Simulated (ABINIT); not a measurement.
# KRb2ScF6 (Fm-3m): G0W0 with ABINIT, start to end

Wanted: ground state, empty states, screening and self-energy for KRb2ScF6 (Fm-3m).

Calculated with ABINIT 10.8.3; LDA and many-body steps on it, plane waves.

### Step 1. The structure

The structure is cubic, space group Fm-3m (No. 225). Conventional cell: a = 9.019 Å, b = 9.019 Å, c = 9.019 Å, α = 90.00°, β = 90.00°, γ = 90.00°. K has 6 F at 2.53 Å nearest. Rb has 12 F at 3.20 Å nearest. Nearest to Sc lie 6 F at 1.98 Å. F has 1 Sc at 1.98 Å and 1 K at 2.53 Å and 4 Rb at 3.20 Å nearest. Farther neighbours and most contacts between anions are not listed.

As a file:

```cif
data_structure
_symmetry_space_group_name_H-M 'Fm-3m'
_symmetry_Int_Tables_number 225
_cell_length_a 9.0190
_cell_length_b 9.0190
_cell_length_c 9.0190
_cell_angle_alpha 90.000
_cell_angle_beta 90.000
_cell_angle_gamma 90.000
_cell_volume 733.63
loop_
_atom_site_label
_atom_site_type_symbol
_atom_site_symmetry_multiplicity
_atom_site_Wyckoff_symbol
_atom_site_fract_x
_atom_site_fract_y
_atom_site_fract_z
_atom_site_occupancy
K1 K 4 b 0.50000 0.00000 0.00000 1
Rb1 Rb 8 c 0.25000 0.75000 0.75000 1
Sc1 Sc 4 a 0.00000 0.00000 0.00000 1
F1 F 24 e 0.22000 0.00000 0.00000 1
```

The cell and positions come from the Crystallography Open Database and are kept as given unless a step says otherwise.

### Step 2. Ground state

This step: ABINIT 10.8.3; DFT, LDA, plane waves, norm-conserving pseudopotentials.

The ground-state density comes first.

Contents of run.abi:

```
acell 3*1.0 Angstrom
rprim 
  0.000000000000 4.509500000000 4.509500000000
  4.509500000000 0.000000000000 4.509500000000
  4.509500000000 4.509500000000 0.000000000000
ntypat 4
znucl 19 37 21 9
natom 10
typat 1 2 2 3 4 4 4 4 4 4
xred 
  0.500000000000 0.500000000000 0.500000000000
  0.250000000000 0.250000000000 0.250000000000
  0.750000000000 0.750000000000 0.750000000000
  0.000000000000 -0.000000000000 0.000000000000
  0.780000000000 0.220000000000 0.220000000000
  0.220000000000 0.780000000000 0.220000000000
  0.220000000000 0.780000000000 0.780000000000
  0.780000000000 0.220000000000 0.780000000000
  0.220000000000 0.220000000000 0.780000000000
  0.780000000000 0.780000000000 0.220000000000
pp_dirpath "pseudos"
pseudos "K.upf, Rb.upf, Sc.upf, F.upf"
ecut 36
ngkpt 4 4 4
nshiftk 1
shiftk 0 0 0
kptopt 1
chksymbreak 0
nband 49
occopt 1
tolvrs 1e-10
nstep 60
prtwf 0
optforces 0
optstress 0
indata_prefix "in"
outdata_prefix "out"
tmpdata_prefix "tmp"
```

Launch:

```bash
> OMP_NUM_THREADS=1 mpirun -n 8 abinit run.abi > log
```

Numbers of over 12 decimals in the logs are rounded to 6 here.

Log:

```text
.Version 10.8.3 of ABINIT. v10.8.2 released Aug 2026.

 Symmetries : space group Fm -3 m (#225); Bravais cF (face-center cubic)
================================================================================
 Values of the parameters that define the memory need of the present run
     intxc =       0    ionmov =       0      iscf =       7    lmnmax =       6
     lnmax =       6     mgfft =      72  mpssoang =       3    mqgrid =    3001
     natom =      10  nloc_mem =       1    nspden =       1   nspinor =       1
    nsppol =       1      nsym =      48    n1xccc =    2501    ntypat =       4
    occopt =       1   xclevel =       1
-    mband =          49        mffmem =           1         mkmem =           1
       mpw =       12782          nfft =      373248          nkpt =           8
================================================================================
  Rough estimation (10% accuracy) of disk space for files :
================================================================================

--------------------------------------------------------------------------------
------------- Echo of variables that govern the present computation ------------
--------------------------------------------------------------------------------
 -outvars: echo values of preprocessed input variables --------
            acell      1.8897261259E+00  1.8897261259E+00  1.8897261259E+00 Bohr

      chksymbreak           0
             ecut      3.60000000E+01 Hartree
-          fftalg         312

              ixc       -1012
              kpt      0.00000000E+00  0.00000000E+00  0.00000000E+00
                       2.50000000E-01  0.00000000E+00  0.00000000E+00
                       5.00000000E-01  0.00000000E+00  0.00000000E+00
                       2.50000000E-01  2.50000000E-01  0.00000000E+00
                       5.00000000E-01  2.50000000E-01  0.00000000E+00
                      -2.50000000E-01  2.50000000E-01  0.00000000E+00
                       5.00000000E-01  5.00000000E-01  0.00000000E+00
                      -2.50000000E-01  5.00000000E-01  2.50000000E-01
         kptrlatt        4    0    0      0    4    0      0    0    4
          kptrlen      4.82061278E+01
P           mkmem           1
            natom          10
            nband          49
            ngfft          72      72      72
             nkpt           8
            nstep          60
             nsym          48
           ntypat           4
              occ      2.000000  2.000000  2.000000  2.000000  2.000000  2.000000
                       2.000000  2.000000  2.000000  2.000000  2.000000  2.000000
                       2.000000  2.000000  2.000000  2.000000  2.000000  2.000000
                       2.000000  2.000000  2.000000  2.000000  2.000000  2.000000
                       2.000000  2.000000  2.000000  2.000000  2.000000  2.000000
                       2.000000  2.000000  2.000000  2.000000  2.000000  2.000000
                       2.000000  2.000000  2.000000  2.000000  0.000000  0.000000
                       0.000000  0.000000  0.000000  0.000000  0.000000  0.000000
                       0.000000
        optforces           0
        optstress           0
            prtwf           0
            rprim      0.0000000000E+00  4.5095000000E+00  4.5095000000E+00
                       4.5095000000E+00  0.0000000000E+00  4.5095000000E+00
                       4.5095000000E+00  4.5095000000E+00  0.0000000000E+00
          spgroup         225

           tolvrs      1.00000000E-10

             xred      5.0000000000E-01  5.0000000000E-01  5.0000000000E-01
                       2.5000000000E-01  2.5000000000E-01  2.5000000000E-01
[...]
znucl       19.00000   37.00000   21.00000    9.00000

================================================================================

 chkinp: Checking input parameters for consistency.

================================================================================
== DATASET  1 ==================================================================
-   mpi_nproc: 8, omp_nthreads: 1 (-1 if OMP is not activated)

--- !DatasetInfo
iteration_state: {dtset: 1, }
dimensions: {natom: 10, nkpt: 8, mband: 49, nsppol: 1, nspinor: 1, nspden: 1, mpw: 12782, }
cutoff_energies: {ecut:  36.0, pawecutdg:  -1.0, }
electrons: {nelect:   8.00000000E+01, charge:   0.00000000E+00, occopt:   1.00000000E+00, tsmear:   1.00000000E-02, }

 Real(R)+Recip(G) space primitive vectors, cartesian coordinates (Bohr,Bohr^-1):
 R(1)=  0.0000000  8.5217200  8.5217200  G(1)= -0.0586736  0.0586736  0.0586736
 R(2)=  8.5217200  0.0000000  8.5217200  G(2)=  0.0586736 -0.0586736  0.0586736
 R(3)=  8.5217200  8.5217200  0.0000000  G(3)=  0.0586736  0.0586736 -0.0586736
 Unit cell volume ucvol=  1.2376897E+03 bohr^3
 Angles (23,13,12)=  6.00000000E+01  6.00000000E+01  6.00000000E+01 degrees

 getcut: wavevector=  0.0000  0.0000  0.0000  ngfft=  72  72  72
         ecut(hartree)=     36.000   => boxcut(ratio)=   2.21194

 getcut : COMMENT -
  Note that boxcut > 2.2 ; recall that boxcut=Gcut(box)/Gcut(sphere) = 2
  is sufficient for exact treatment of convolution.
  Such a large boxcut is a waste : you could raise ecut
  e.g. ecut=   44.034213 Hartrees makes boxcut=2

--- Pseudopotential description ------------------------------------------------
[...]
nproj     2     2     1
  pspatm : epsatm=    4.94580260
         --- l  ekb(1:nproj) -->
[...]
2   -2.364936
 pspatm: atomic psp has been read  and splines computed

   9.63321220E+03                                ecore*ucvol(ha*bohr**3)
--------------------------------------------------------------------------------

_setup2: Arith. and geom. avg. npw (full set) are   12769.578   12769.565

================================================================================

--- !BeginCycle
iteration_state: {dtset: 1, }
solver: {iscf: 7, nstep: 60, nline: 4, wfoptalg: 0, }
tolerances: {tolvrs: 1.00E-10, }

     iter   Etot(hartree)      deltaE(h)  residm     vres2
 ETOT  1  -280.02283106255    -2.800E+02 2.149E-01 1.842E+03
 ETOT  2  -280.45372314651    -4.309E-01 3.540E-02 8.225E+02
 ETOT  3  -280.64308161772    -1.894E-01 1.844E-02 1.936E+02
 ETOT  4  -280.66814248096    -2.506E-02 4.075E-03 6.965E+00
 ETOT  5  -280.66834837466    -2.059E-04 1.335E-03 1.996E+00
 ETOT  6  -280.66867354015    -3.252E-04 8.044E-04 1.387E-01
 ETOT  7  -280.66868716407    -1.362E-05 7.141E-04 1.088E-02
 ETOT  8  -280.66868773479    -5.707E-07 3.200E-04 9.294E-04
 ETOT  9  -280.66868786993    -1.351E-07 3.898E-04 9.044E-05
 ETOT 10  -280.66868788696    -1.703E-08 3.293E-04 1.372E-07
 ETOT 11  -280.66868788712    -1.672E-10 4.945E-04 3.502E-08
 ETOT 12  -280.66868788713    -5.400E-12 3.952E-04 7.779E-09
 ETOT 13  -280.66868788717    -4.547E-11 5.942E-04 6.767E-11

 At SCF step   13       vres2   =  6.77E-11 < tolvrs=  1.00E-10 =>converged.

--- !ResultsGS
iteration_state: {dtset: 1, }
comment   : Summary of ground state results
lattice_vectors:
- [  0.0000000,   8.5217200,   8.5217200, ]
- [  8.5217200,   0.0000000,   8.5217200, ]
- [  8.5217200,   8.5217200,   0.0000000, ]
lattice_lengths: [  12.05153,   12.05153,   12.05153, ]
lattice_angles: [ 60.000,  60.000,  60.000, ] # degrees, (23, 13, 12)
lattice_volume:   1.2376897E+03
convergence: {deltae: -4.547E-11, res2:  6.767E-11, residm:  5.942E-04, diffor:  0.000E+00, }
etotal    :  -2.80668688E+02
entropy   :   0.00000000E+00
fermie    :  -5.38820450E-02
cartesian_stress_tensor: null
pressure_GPa: null
xred      :
- [  5.0000E-01,   5.0000E-01,   5.0000E-01,  K]
- [  2.5000E-01,   2.5000E-01,   2.5000E-01, Rb]
- [  7.5000E-01,   7.5000E-01,   7.5000E-01, Rb]
- [  0.0000E+00,   0.0000E+00,   0.0000E+00, Sc]
- [  7.8000E-01,   2.2000E-01,   2.2000E-01,  F]
- [  2.2000E-01,   7.8000E-01,   2.2000E-01,  F]
- [  2.2000E-01,   7.8000E-01,   7.8000E-01,  F]
- [  7.8000E-01,   2.2000E-01,   7.8000E-01,  F]
- [  2.2000E-01,   2.2000E-01,   7.8000E-01,  F]
- [  7.8000E-01,   7.8000E-01,   2.2000E-01,  F]
cartesian_forces: null
force_length_stats: {min: null, max: null, mean: null, }

 Integrated electronic density in atomic spheres:
 ------------------------------------------------
 Atom  Sphere_radius  Integrated_density
[...]
================================================================================

 ----iterations are completed or convergence reached----

 Mean square residual over all n,k,spin=   31.392E-07; max=  59.422E-05
 reduced coordinates (array xred) for   10 atoms
[...]
0.220000000000      0.780000000000      0.220000000000
       0.220000000000      0.780000000000      0.780000000000
       0.780000000000      0.220000000000      0.780000000000
       0.220000000000      0.220000000000      0.780000000000
       0.780000000000      0.780000000000      0.220000000000
 rms dE/dt=  0.0000E+00; max dE/dt=  0.0000E+00; dE/dt below (all hartree)
    1       0.000000000000      0.000000000000      0.000000000000
    2       0.000000000000      0.000000000000      0.000000000000
    3       0.000000000000      0.000000000000      0.000000000000
    4       0.000000000000      0.000000000000      0.000000000000
    5       0.000000000000      0.000000000000      0.000000000000
    6       0.000000000000      0.000000000000      0.000000000000
    7       0.000000000000      0.000000000000      0.000000000000
    8       0.000000000000      0.000000000000      0.000000000000
    9       0.000000000000      0.000000000000      0.000000000000
   10       0.000000000000      0.000000000000      0.000000000000

 cartesian coordinates (angstrom) at end:
[...]
6      4.509500     1.984180     4.509500
    7      7.034820     4.509500     4.509500
    8      4.509500     7.034820     4.509500
    9      4.509500     4.509500     1.984180
   10      4.509500     4.509500     7.034820
 length scales=  1.889726125908  1.889726125908  1.889726125908 bohr
              =  1.000000000000  1.000000000000  1.000000000000 angstroms
 prteigrs : about to open file out_EIG
 Fermi (or HOMO) energy (hartree) =  -0.05388   Average Vxc (hartree)=  -0.34434
 Eigenvalues (hartree) for nkpt=   8  k points:
 kpt#   1, nband= 49, wtk=  0.01563, kpt=  0.0000  0.0000  0.0000 (reduced coord)
  -1.69294   -0.96486   -0.93350   -0.93350   -0.93350   -0.89313   -0.89211   -0.75060
  -0.74485   -0.74485   -0.72661   -0.72661   -0.72661   -0.36876   -0.36876   -0.36876
  -0.31337   -0.31337   -0.31337   -0.30672   -0.30672   -0.30672   -0.12355   -0.11748
  -0.11748   -0.10847   -0.10847   -0.10847   -0.08887   -0.08887   -0.08887   -0.07158
  -0.07158   -0.07158   -0.06165   -0.06165   -0.06165   -0.05388   -0.05388   -0.05388
   0.17574    0.22205    0.22205    0.22205    0.26596    0.26596    0.29991    0.29991
   0.29993
 prteigrs : prtvol=0 or 1, do not print more k-points.

--- !EnergyTerms
iteration_state     : {dtset: 1, }
comment             : Components of total free energy in Hartree
kinetic             :  1.39194274576952E+02
hartree             :  8.75759809451575E+01
xc                  : -6.08609132371619E+01
Ewald energy        : -1.69248585678344E+02
psp_core            :  7.78322087877422E+00
local_psp           : -2.73138317912499E+02
non_local_psp       : -1.19743474600518E+01
total_energy        : -2.80668687887173E+02
total_energy_eV     : -7.63738407325056E+03
band_energy         : -3.23457700212197E+01

== END DATASET(S) ==============================================================
================================================================================

 -outvars: echo values of variables after computation  --------
           etotal     -2.8066868789E+02
            nband          49
             nkpt           8
          spgroup         225
 [... the other variables as echoed above ...]

 Calculation completed.
```

The job ended after 1.8 min (8 MPI ranks of Intel Xeon Platinum 8259CL at 2.50GHz (Skylake/Cascade Lake), shared host; peak memory 1.3 GiB; 14 min of CPU time).

Numbers from this step:

```yaml
total_energy: -7637.3841 eV
gap: 6.248 eV
k_of_the_valence_top: 0, 0, 0
k_of_the_conduction_bottom: 0, 0, 0
least_direct_gap: 6.248 eV
```

The gap is direct, at Γ.

(Part 1 of 3 ends here.)

[Paths, hosts, dates, memory and timing lines, banners, echoed tables and standing remarks are left out of the program output.]

[Logs are printed without paths, hosts, clocks, repeated set-up lines and the standing remarks that a program may print on its own settings, such as how far it seeks lower states.]

[Runs of the session that timed out or met a known fault of the program may be left out.]

[Hosts, paths, dates, database ids (printed as entryN), source tags and the programs' standing remarks are cut or masked in the printed files.]

[G0W0 gaps are taken among the corrected bands and points alone; a level outside them can change the order at an edge.]

[Where Ansatz stands beside ABINIT at settings called matched, ABINIT's density can come from a denser mesh and the files from another edition; pairs whose starting gaps differed by over 0.03 eV were left out, so agreement reads better than it is.]
